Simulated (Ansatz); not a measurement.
**TlS4Br (built on the sites of a database entry of TlClO4): following an unstable mode**

Wanted: the energy along a soft mode of TlS4Br (built on the sites of a database entry of TlClO4) and the structure at the end.

Main program and level: Ansatz 0.2.0; DFT PBEsol, scalar-relativistic, plane waves, PAW.

The structure was built from a prototype and need not be the compound's stable phase.

### Step 1. Starting point

Symmetry: F-43m, No. 216, cubic system. The conventional cell has a = 9.357 Å, b = 9.357 Å, c = 9.357 Å, α = 90.00°, β = 90.00°, γ = 90.00°. Nearest to Tl lie 12 S at 3.82 Å. Nearest to Br lie 4 S at 2.52 Å. Nearest to S lie 3 S at 2.51 Å and 1 Br at 2.52 Å. Farther neighbours and most contacts between anions are not listed.

As a file:

```cif
data_structure
_symmetry_space_group_name_H-M 'F-43m'
_symmetry_Int_Tables_number 216
_cell_length_a 9.3573
_cell_length_b 9.3573
_cell_length_c 9.3573
_cell_angle_alpha 90.000
_cell_angle_beta 90.000
_cell_angle_gamma 90.000
_cell_volume 819.31
loop_
_atom_site_label
_atom_site_type_symbol
_atom_site_symmetry_multiplicity
_atom_site_Wyckoff_symbol
_atom_site_fract_x
_atom_site_fract_y
_atom_site_fract_z
_atom_site_occupancy
Tl1 Tl 4 b 0.50000 0.00000 0.00000 1
Br1 Br 4 a 0.00000 0.00000 0.00000 1
S1 S 16 e 0.15527 0.34473 0.65527 1
```

### Step 2. The dispersion

The cell comes from relaxations at this level that are not shown. Stability and thermal properties need the whole zone. Linear response on a 2×2×2 q mesh gives force constants as far as a supercell of that size would.

input.yaml reads:

```yaml
crystal:
  lattice:
    - [0.0, 4.6786404278, 4.6786404278]
    - [4.6786404278, 0.0, 4.6786404278]
    - [4.6786404278, 4.6786404278, 0.0]
  atoms:
    - { symbol: Tl, position: [0.5, 0.5, 0.5] }
    - { symbol: Br, position: [0.0, 0.0, 0.0] }
    - { symbol: S, position: [0.1552696917, 0.1552696917, 0.1552696917] }
    - { symbol: S, position: [0.5341909248, 0.1552696917, 0.1552696917] }
    - { symbol: S, position: [0.1552696917, 0.1552696917, 0.5341909248] }
    - { symbol: S, position: [0.1552696917, 0.5341909248, 0.1552696917] }
kpoints:
  mp_grid: { grid: [8, 8, 8] }
hamiltonian:
  xc: pbesol
scf:
  occupations: { method: methfessel_paxton, width: 0.2 }
output:
  eigenvalues: true
phonons:
  method: dfpt
  qmesh: [2, 2, 2]
  temperatures: { t_max: 1000, t_step: 50 }
  qpath:
    path:
      - [[0.0, 0.0, 0.0], [-0.5, -0.5, 0.0], [-0.375, -0.375, 0.25]]
      - [[-0.375, 0.0, 0.375], [0.0, 0.0, 0.0], [0.0, 0.0, 0.5], [-0.5, -0.25, 0.25], [-0.5, -0.5, 0.0]]
    npoints: 10
```

The run is started by

```sh
$ ansatz run input.yaml --threads 8 --pin off --max-ram 14336MiB --backend cpu --events-out ev --progress --plain --runs-dir out
```

Numbers of over 12 decimals in the logs are rounded to 6 here.

The program printed:

```text
Warning: phonons: the dynamical matrix that this run interpolates holds no multipole term above the dipole-dipole one, and a site of this crystal is no centre of inversion, so its interpolated transverse optical and acoustic branches and sound speeds can stay off near Gamma, and the density of states and the thermodynamics with them. What a run solves at a wave vector of phonons.qpoints, Gamma apart, where the deck admits one, is free of this, and under fd what a larger phonons.supercell samples
Engine: ansatz 0.2.0, x86_64-unknown-linux-gnu
Pseudopotentials: kind: paw
Pseudopotential: Tl, paw, valence charge 13, recommended cutoff 420 eV (normal), Tl.paw.azcp
Pseudopotential: Br, paw, valence charge 7, recommended cutoff 420 eV (normal), Br.paw.azcp
Pseudopotential: S, paw, valence charge 6, recommended cutoff 420 eV (normal), S.paw.azcp
Functional definition: PBEsol
  exchange = pbesol_x
  correlation = pbesol_c
Crystal: 6 atoms, lattice volume = 204.828 Å³
Basis set: ecut = 420 eV, 4015 PW (Γ), exchange–correlation on 90×90×90 points (8 copies of the dense FFT grid, shifted against one another)
Bands: 28, of which v1, the nominal top of the filled ones, is band 22 counted from 1 (21 counted from 0)
Symmetry: 24 space group operations
k-points: 29 of 512 (time reversal used)
Non-local potential: Tl, projectors of the file, l = 0: 2, l = 1: 2, l = 2: 2, l = 3: 1
Non-local potential: Br, projectors of the file, l = 0: 2, l = 1: 2, l = 2: 2
Non-local potential: S, projectors of the file, l = 0: 2, l = 1: 2, l = 2: 2
PAW form: soft (Blöchl's): semilocal exchange-correlation on the pseudo side does not see the compensation charge
PAW frozen core: Tl, regenerated for the run's functional, and the local potential with it (the file was generated under x = pbe(κ = 0.804, μ = 0.219515), c = pbe(β = 0.066725))
PAW frozen core: Br, regenerated for the run's functional, and the local potential with it (the file was generated under x = pbe(κ = 0.804, μ = 0.219515), c = pbe(β = 0.066725))
PAW frozen core: S, regenerated for the run's functional, and the local potential with it (the file was generated under x = pbe(κ = 0.804, μ = 0.219515), c = pbe(β = 0.066725))
PAW one-centre angular grid: Tl, 590 points (default); XC on 64 Gauss nodes
PAW one-centre angular grid: Br, 110 points (default); XC on 64 Gauss nodes
PAW one-centre angular grid: S, 110 points (default); XC on 64 Gauss nodes
Initial density: superposition of atomic densities (neutral atoms: chi_scale 0, normalization atom), corrected by the library's trained network
Initial wavefunctions: pseudopotential atomic-orbital guess
Functional: x = pbesol(κ = 0.804, μ = 0.123457), c = pbesol(β = 0.046)
SCF iter   1: F=—  HF=-17567.354344 eV  |F-HF|=—  |Δ(HF+E_count)|=         —  Δρ=3.03e-3  dr2=2.03e-2  ethr=1.77e-3  ⟨swp⟩=6.8  Hψ=3607  notcnv=0
preconditioner: auto → LDOS  [metal: Δε(μ)=0.013 eV  Ē_g=9.262 eV  σ=0.200 eV  W_gap=0.06  n_scr=26 (ndim 8)  ℏωp=17.2 eV  f_vac=0.184  D(μ)=9.75/eV (n_scr^D=88)  β→1.0]
SCF iter   2: F=—  HF=-17567.362818 eV  |F-HF|=—  |Δ(HF+E_count)|=   8.47e-3  S|Δr|=    0.00e0  Δρ=1.47e-3  dr2=1.02e-2  ethr=4.60e-5  ⟨swp⟩=2.0  Hψ=1605  notcnv=0
SCF iter   3: F=—  HF=-17567.362063 eV  |F-HF|=—  |Δ(HF+E_count)|=   7.54e-4  S|Δr|=    0.00e0  Δρ=1.04e-3  dr2=2.92e-3  ethr=2.31e-5  ⟨swp⟩=2.6  Hψ=1562  notcnv=0
SCF iter   4: F=—  HF=-17567.361492 eV  |F-HF|=—  |Δ(HF+E_count)|=   5.72e-4  S|Δr|=    0.00e0  Δρ=2.88e-4  dr2=2.36e-4  ethr=6.64e-6  ⟨swp⟩=2.0  Hψ=1162  notcnv=0
SCF iter   5: F=—  HF=-17567.361457 eV  |F-HF|=—  |Δ(HF+E_count)|=   3.52e-5  S|Δr|=    0.00e0  Δρ=8.38e-5  dr2=2.04e-5  ethr=5.37e-7  ⟨swp⟩=2.7  Hψ=1532  notcnv=0
SCF iter   6: F=—  HF=-17567.361453 eV  |F-HF|=—  |Δ(HF+E_count)|=   3.82e-6  S|Δr|=    0.00e0  Δρ=2.22e-5  dr2=1.43e-6  ethr=4.63e-8  ⟨swp⟩=2.0  Hψ=1326  notcnv=0
SCF iter   7: F=—  HF=-17567.361377 eV  |F-HF|=—  |Δ(HF+E_count)|=   7.62e-5  S|Δr|=    0.00e0  Δρ=6.18e-6  dr2=1.33e-7  ethr=3.25e-9  ⟨swp⟩=2.8  Hψ=1589  notcnv=0
SCF iter   8: F=—  HF=-17567.361377 eV  |F-HF|=—  |Δ(HF+E_count)|=   1.73e-8  S|Δr|=    0.00e0  Δρ=1.07e-6  dr2=3.67e-9  ethr=3.02e-10  ⟨swp⟩=2.3  Hψ=1331  notcnv=0
SCF iter   9: F=—  HF=-17567.361377 eV  |F-HF|=—  |Δ(HF+E_count)|=   2.11e-9  S|Δr|=    0.00e0  Δρ=2.37e-7  dr2=1.41e-10  ethr=8.34e-12  ⟨swp⟩=2.0  Hψ=1349  notcnv=0
SCF iter  10: F=-17567.361377 eV  HF=-17567.361377 eV  |F-HF|=7.28e-12  |Δ(HF+E_count)|=  1.71e-10  S|Δr|=    0.00e0  Δρ=4.63e-8  dr2=5.07e-12  ethr=1.00e-12  ⟨swp⟩=5.6  Hψ=4727  notcnv=0
SCF 1 converged in 10 iterations: F = -17567.361377 eV  dr2 = 5.07e-12
  greatest PAW one-centre occupation: 0.967 electrons in one spin orbital (limit 2), on the Tl atom at site 0 (counted from 0), in its partial waves of l = 2
Initial density: read from a saved state, or passed on in memory by an earlier SCF of this step, an earlier step, the calling program or the single point that the run made first
iter 1 solved again at ethr=1.44e-7 eV; its pass at ethr=3.10e-3 eV (dr2=6.35e-5 eV) is discarded
SCF iter   1: F=—  HF=-17567.361450 eV  |F-HF|=—  |Δ(HF+E_count)|=         —  Δρ=5.93e-7  dr2=6.22e-10  ethr=1.44e-7  ⟨swp⟩=4.0  Hψ=6802  notcnv=0
eigensolver tolerance schedule: the retry pair's looser diagonalisation over-reported the residual by 102001.22 of it (diagonalisation noise at an unbounded share of the residual, at the tolerance the schedule requests for it); recorded, not acted on — ethr = c·dr2/N_el stays at c = 1.0e-1
preconditioner: auto → LDOS  [metal: Δε(μ)=0.014 eV  Ē_g=9.274 eV  σ=0.200 eV  W_gap=0.06  n_scr=26 (ndim 8)  ℏωp=17.2 eV  f_vac=0.182  D(μ)=9.78/eV (n_scr^D=88)  β→1.0]
SCF iter   2: F=—  HF=-17567.361377 eV  |F-HF|=—  |Δ(HF+E_count)|=   7.38e-5  S|Δr|=    0.00e0  Δρ=7.84e-7  dr2=1.47e-9  ethr=1.41e-12  ⟨swp⟩=4.2  Hψ=2760  notcnv=0
SCF iter   3: F=—  HF=-17567.361377 eV  |F-HF|=—  |Δ(HF+E_count)|=  3.35e-10  S|Δr|=    0.00e0  Δρ=3.40e-7  dr2=1.61e-10  ethr=1.41e-12  ⟨swp⟩=2.4  Hψ=1364  notcnv=0
SCF iter   4: F=—  HF=-17567.361377 eV  |F-HF|=—  |Δ(HF+E_count)|=  1.46e-11  S|Δr|=    0.00e0  Δρ=2.47e-7  dr2=1.07e-10  ethr=1.00e-12  ⟨swp⟩=1.0  Hψ=812  notcnv=0
SCF iter   5: F=—  HF=-17567.361377 eV  |F-HF|=—  |Δ(HF+E_count)|=  1.09e-11  S|Δr|=    0.00e0  Δρ=9.40e-8  dr2=1.59e-11  ethr=1.00e-12  ⟨swp⟩=1.0  Hψ=812  notcnv=0
SCF iter   6: F=-17567.361377 eV  HF=-17567.361377 eV  |F-HF|=1.09e-11  |Δ(HF+E_count)|=  3.64e-12  S|Δr|=    0.00e0  Δρ=5.92e-8  dr2=6.31e-12  ethr=1.00e-12  ⟨swp⟩=3.0  Hψ=1948  notcnv=0
SCF 2 converged in 6 iterations: F = -17567.361377 eV  dr2 = 6.31e-12
phonons: the bands overlap, so this run is a metal and interpolates without the dipole-dipole term. If the crystal is really an insulator or semiconductor, its LO-TO splitting is missing
NSCF: frozen V_eff on 29 k-points
WARN: eigensolver did not converge in 11 slots of this pass, the one above among them; of largest residual over every band (k=24): 1 band(s) unlocked (lowest unlocked band 27, counted from 0; max residual 8.24e-5 eV among the unlocked bands, 8.24e-5 eV over every band); of lowest unlocked band (k=6): band 27
NSCF: frozen V_eff on 150 k-points
DFPT response loops at q = (0, 0, 0) (fractional): preconditioner auto → none (partly filled bands, converged f_vac=0.182); β = 0.50; Broyden in place of MSR1
NSCF: frozen V_eff on 520 k-points
DFPT response loops at q = (0, 0, -0.5) (fractional): mixed as the last ones told, above
NSCF: frozen V_eff on 520 k-points
DFPT response loops at q = (0, -0.5, -0.5) (fractional): mixed as the last ones told, above
SCF converged after 10 iterations
Stability not checked: this state was not tested for a lower state beside it, because cold or Methfessel-Paxton smearing, or corrected tetrahedra, fill the levels in a way that the test cannot read (fill_not_monotonic; see scf.lower_state_search)
Free energy (F): -17567.361377 eV
Harris-Foulkes:  -17567.361377 eV  (|F-HF|=7.28e-12)
Internal energy: -17567.342038 eV  (E = F + TS)
E sigma→0 (E₀):  -17567.356542 eV
Entropy (-TS):   -0.019338 eV (-3.223 meV/atom)
Fermi energy:    3.190244 eV
--- Per-component energies (eV) ---
  E_band       = -196.898981
  E_kinetic    = 879.589130
  E_local      = -2480.306516  (includes V_loc(G=0)·N_el)
  E_nonlocal   = 509.096502
  E_hartree    = 891.160307
  E_xc         = -867.427895
  E_vxc        = -585.410726  (∫ρ·V_xc dr)
  E_paw        = -14554.833984  (= ΣΔE_a)
  E_vpaw       = -302.187989  (= ΣTr[D̂ρ^β])
  E_aug_tail   = 0.000040  (compensation charges beyond the density's cutoff)
  E_ewald      = -1944.997955
  E_core_change = 0.378333  (= ΣΔE_core)
  E_smearing   = -0.019338  (= −TS)
  E_closure    = -0.000000  (closes the sum)
  Σ components = -17567.361377   (vs F -17567.361377, Δ=0.00e0)
--- Band table (eV; the first three rows and the last of 29) ---
  k-point 0: bands = [... 18 lower, 1.2104, 1.2104, 3.4012, 3.4012, 3.4012, 4.1034, 4.1034, 4.1034, ... 2 higher]
  k-point 1: bands = [... 18 lower, 1.1330, 1.2123, 3.2676, 3.2676, 3.4028, 4.1527, 4.2490, 4.2490, ... 2 higher]
  k-point 2: bands = [... 18 lower, 0.9113, 1.1326, 3.1094, 3.1094, 3.4066, 4.2907, 4.4429, 4.4429, ... 2 higher]
  k-point 28: bands = [... 18 lower, 0.6708, 1.3393, 2.6616, 2.8997, 3.3676, 3.8503, 4.9422, 5.5500, ... 2 higher]
--- Phonons (Γ-DFPT): 3 representative perturbations + reference (Σ response iterations 9) ---
  ASR residual: 6.323e-5 → 0.000e0 eV/Å²; symmetrization residual: 1.174e-5 eV/Å²
  ASR residual per site (eV/Å²): 9.94e-6 6.32e-5 3.65e-5 3.65e-5 3.65e-5 3.65e-5
  Γ frequencies (cm⁻¹): -306.39 -306.39 -306.39 -233.36 -233.36 -93.41 -93.41 -93.41 -44.66 -44.66 -44.66 0.00 0.00 0.00 117.51 117.51 117.51 320.13
--- Phonons (arbitrary-q DFPT): 3 irreducible q on the 2×2×2 mesh ---
  q = [0.0000, 0.0000, 0.0000] (star 1, of the zone-centre solve; hermiticity 7.89e-6, symmetrization 1.01e-11): -306.39 -306.39 -306.39 -233.36 -233.36 -93.41 -93.41 -93.41 -44.66 -44.66 -44.66 -0.00 -0.00 0.00 117.51 117.51 117.51 320.13
  q = [0.0000, 0.0000, -0.5000] (star 4, 5 solved perturbations in 860 linear systems a pass and spin channel, the states on 260 of 512 k-point pairs; hermiticity 3.36e-6, symmetrization 7.12e-12): -314.24 -300.76 -300.76 -211.88 -211.88 -160.46 -160.46 -96.45 -42.47 -42.47 -36.08 -9.89 -9.89 51.76 119.03 119.03 123.23 306.95
  q = [0.0000, -0.5000, -0.5000] (star 3, 6 solved perturbations in 718 linear systems a pass and spin channel, the states on 260 of 512 k-point pairs; hermiticity 5.66e-6, symmetrization 4.08e-12): -309.84 -309.84 -292.75 -221.84 -177.04 -166.08 -149.89 -149.89 -39.74 -39.74 -35.25 -9.05 -9.05 79.34 104.92 126.74 126.74 303.85
  sum rule: each row above includes the acoustic sum rule's correction from the zone centre's row sums; it moved no ω² by more than (0.56 cm⁻¹)²
  mesh force constants: q→R imaginary residual 2.46e-17; ASR residual 6.323e-5 → 0.000e0 eV/Å²; symmetrization residual 4.441e-15 eV/Å²
  interpolated dispersion: 62 rows × 18 modes
  density of states and harmonic sums: on the 12×12×12 q-mesh, interpolated from the force constants of a 2×2×2 supercell (no non-analytic term)
  largest difference from the sums on the solved wave vectors: F 9.40e-2 eV, S 1.14e-4 and C_V 2.34e-5 eV/K
  zero-point energy: 0.044680 eV/cell   skipped modes (ω ≤ 0): 925, of them read as no rigid motion or as one in doubt: 922 (1.289e1 modes/cell left out, lowest -314.24 cm⁻¹)   left out of the sums: 7.16e-1 of the cell's modes: C_V's classical limit lies that fraction below 3 k_B per atom; for a crystal, a wire or a layer, F and S can be off by more, and a phonons.interpolated_qmesh denser along its periods is the remedy for the sampling
```

Run time: 1.9 min. Hardware: 8 threads of Intel Xeon Platinum 8488C (Sapphire Rapids), shared host; peak memory 3.5 GiB.

Reading the cycles: dr2 is the Hartree energy of the density residual (eV), the measure of convergence; HF is the Harris–Foulkes estimate of the energy, which meets the free energy F at convergence.

This step gave:

```yaml
volume_per_atom: 34.14 Å³
gap_on_the_k_mesh: 0 eV
sum_rule_residual_before_enforcement: 6.32e-5 eV/Å²
lowest_frequency_on_the_path: -314.2 cm⁻¹
point_group: -43m
highest_frequency_on_the_path_or_at_a_solved_wavevector: 320.1 cm⁻¹
highest_optical_mode_at_the_zone_centre_no_lo_to_term: 320.1 cm⁻¹
lowest_optical_zone_centre_mode: -306.4 cm⁻¹
lowest_mode_on_the_q_mesh_acoustic_modes_at_gamma_apart: -314.2 cm⁻¹
```

Frequencies (cm⁻¹) solved at each irreducible wavevector; negative means imaginary. Frequencies by wavevector, by row:

| q in reciprocal lattice units | star | mode 1 | mode 2 | mode 3 | mode 4 | mode 16 | mode 17 | mode 18 |
| --- | --- | --- | --- | --- | --- | --- | --- | --- |
| 0 0 0 | 1 | -306.4 | -306.4 | -306.4 | -233.4 | 117.5 | 117.5 | 320.1 |
| 0 0 -0.5 | 4 | -314.2 | -300.8 | -300.8 | -211.9 | 119 | 123.2 | 306.9 |
| 0 -0.5 -0.5 | 3 | -309.8 | -309.8 | -292.8 | -221.8 | 126.7 | 126.7 | 303.9 |

Interpolated from a 2×2×2 q mesh. Phonon branches along the path, in cm⁻¹:

| point | branch 1 | branch 2 | branch 3 | branch 4 | branch 15 | branch 16 | branch 17 | branch 18 |
| --- | --- | --- | --- | --- | --- | --- | --- | --- |
| Γ | -306 | -306 | -306 | -233 | 118 | 118 | 118 | 320 |
| halfway | -308 | -308 | -300 | -228 | 113 | 122 | 122 | 312 |
| X | -310 | -310 | -293 | -222 | 105 | 127 | 127 | 304 |
| halfway | -310 | -309 | -294 | -220 | 100 | 126 | 132 | 304 |
| U | -310 | -306 | -297 | -215 | 96 | 125 | 138 | 304 |
| jump to K | -310 | -306 | -297 | -215 | 96 | 125 | 138 | 304 |
| halfway | -309 | -306 | -301 | -223 | 111 | 120 | 127 | 312 |
| Γ | -306 | -306 | -306 | -233 | 118 | 118 | 118 | 320 |
| halfway | -310 | -304 | -304 | -225 | 119 | 119 | 119 | 314 |
| L | -314 | -301 | -301 | -212 | 119 | 119 | 123 | 307 |
| halfway | -312 | -303 | -300 | -212 | 101 | 123 | 136 | 305 |
| W | -309 | -306 | -298 | -213 | 88 | 132 | 136 | 303 |
| halfway | -310 | -308 | -295 | -218 | 96 | 130 | 132 | 304 |
| X | -310 | -310 | -293 | -222 | 105 | 127 | 127 | 304 |

Symmetry leaves 3 wavevectors to solve. The lowest mode among them, the acoustic zeros apart, lies at q = (0, 0, -0.5) and is imaginary, 314.2i cm⁻¹, so the energy falls along it.

### Step 3. The mode frozen in, largest atomic shift 0 Å

The mode followed lies at q = (0, 0, -0.5) with frequency 314.2i cm⁻¹, the softest among the wavevectors solved. At small amplitude the distorted cell has space group no. 160 by a symmetry search on the positions. The undistorted cell that holds it gives the zero of energy on the same k mesh.

System of this step: TlS4Br (built on the sites of a database entry of TlClO4). Symmetry: F-43m, No. 216, cubic system. Conventional cell: a = 9.357 Å, b = 9.357 Å, c = 9.357 Å, α = 90.00°, β = 90.00°, γ = 90.00°. Nearest to Tl lie 12 S at 3.82 Å. Nearest to Br lie 4 S at 2.52 Å. S has 3 S at 2.51 Å and 1 Br at 2.52 Å nearest. Nearest to S lie 3 S at 2.51 Å and 1 Br at 2.52 Å. Farther neighbours and most contacts between anions are not listed.

input.yaml reads:

```yaml
crystal:
  lattice:
    - [0.0, 4.6786404278, 4.6786404278]
    - [-4.6786404278, 4.6786404278, 0.0]
    - [-4.6786404278, -4.6786404278, 9.3572808556]
  atoms:
    - { symbol: Tl, position: [0.5, 0.25, 0.75] }
    - { symbol: Tl, position: [0.5, 0.75, 0.25] }
    - { symbol: Br, position: [0.0, 1.0, 1.0] }
    - { symbol: Br, position: [0.0, 0.5, 0.5] }
    - { symbol: S, position: [0.4658090752, 0.7670954624, 0.9223651541] }
    - { symbol: S, position: [0.4658090752, 0.2670954624, 0.4223651541] }
    - { symbol: S, position: [0.8447303083, 0.7670954624, 0.9223651541] }
    - { symbol: S, position: [0.8447303083, 0.2670954624, 0.4223651541] }
    - { symbol: S, position: [0.8447303083, 0.5776348459, 0.7329045376] }
    - { symbol: S, position: [0.8447303083, 0.0776348459, 0.2329045376] }
    - { symbol: S, position: [0.8447303083, 0.3881742293, 0.9223651541] }
    - { symbol: S, position: [0.8447303083, 0.8881742293, 0.4223651541] }
kpoints:
  mp_grid: { grid: [9, 9, 9] }
hamiltonian:
  xc: pbesol
scf:
  occupations: { method: methfessel_paxton, width: 0.2 }
output:
  forces: true
  stress: true
  eigenvalues: true
```

The program printed:

```text
[...]
Crystal: 12 atoms, lattice volume = 409.656 Å³
Basis set: ecut = 420 eV, 8011 PW (Γ), exchange–correlation on 90×90×160 points (8 copies of the dense FFT grid, shifted against one another)
Bands: 56, of which v1, the nominal top of the filled ones, is band 44 counted from 1 (43 counted from 0)
Symmetry: 12 space group operations
[...]
k-point 0: bands = [... 40 lower, 3.0376, 3.0376, 3.4012, 3.4012, 3.4012, 3.4121, 4.1034, 4.1034, ... 8 higher]
  k-point 1: bands = [... 40 lower, 3.0392, 3.0392, 3.3672, 3.3672, 3.4015, 3.4118, 4.1132, 4.1398, ... 8 higher]
  k-point 2: bands = [... 40 lower, 3.0453, 3.0453, 3.2893, 3.2893, 3.4025, 3.4108, 4.1425, 4.2249, ... 8 higher]
  k-point 84: bands = [... 40 lower, 2.7213, 2.7383, 2.9329, 2.9642, 3.2577, 3.2894, 3.9905, 4.0013, ... 8 higher]
[key lines of the parts left out:]
SCF converged after 8 iterations
Free energy (F): -35134.722892 eV
Fermi energy:    3.190155 eV
P = ⅓ Tr σ = -0.0058 GPa (-0.058 kbar)
```

Wall time 14 s (8 threads); peak memory 2 GiB.

This step gave:

```yaml
pressure: -0.005771 GPa
energy_from_the_undistorted_cell: 0 meV/atom
```

The run ends at a pressure of -0.01 GPa, with forces up to 2.1e-4 eV/Å.

[end of part 1 of 3]

[Logs are printed without paths, hosts, clocks, repeated set-up lines and the standing remarks that a program may print on its own settings, such as how far it seeks lower states.]

[Hosts, paths, dates, database ids (printed as entryN), source tags and the programs' standing remarks are cut or masked in the printed files.]
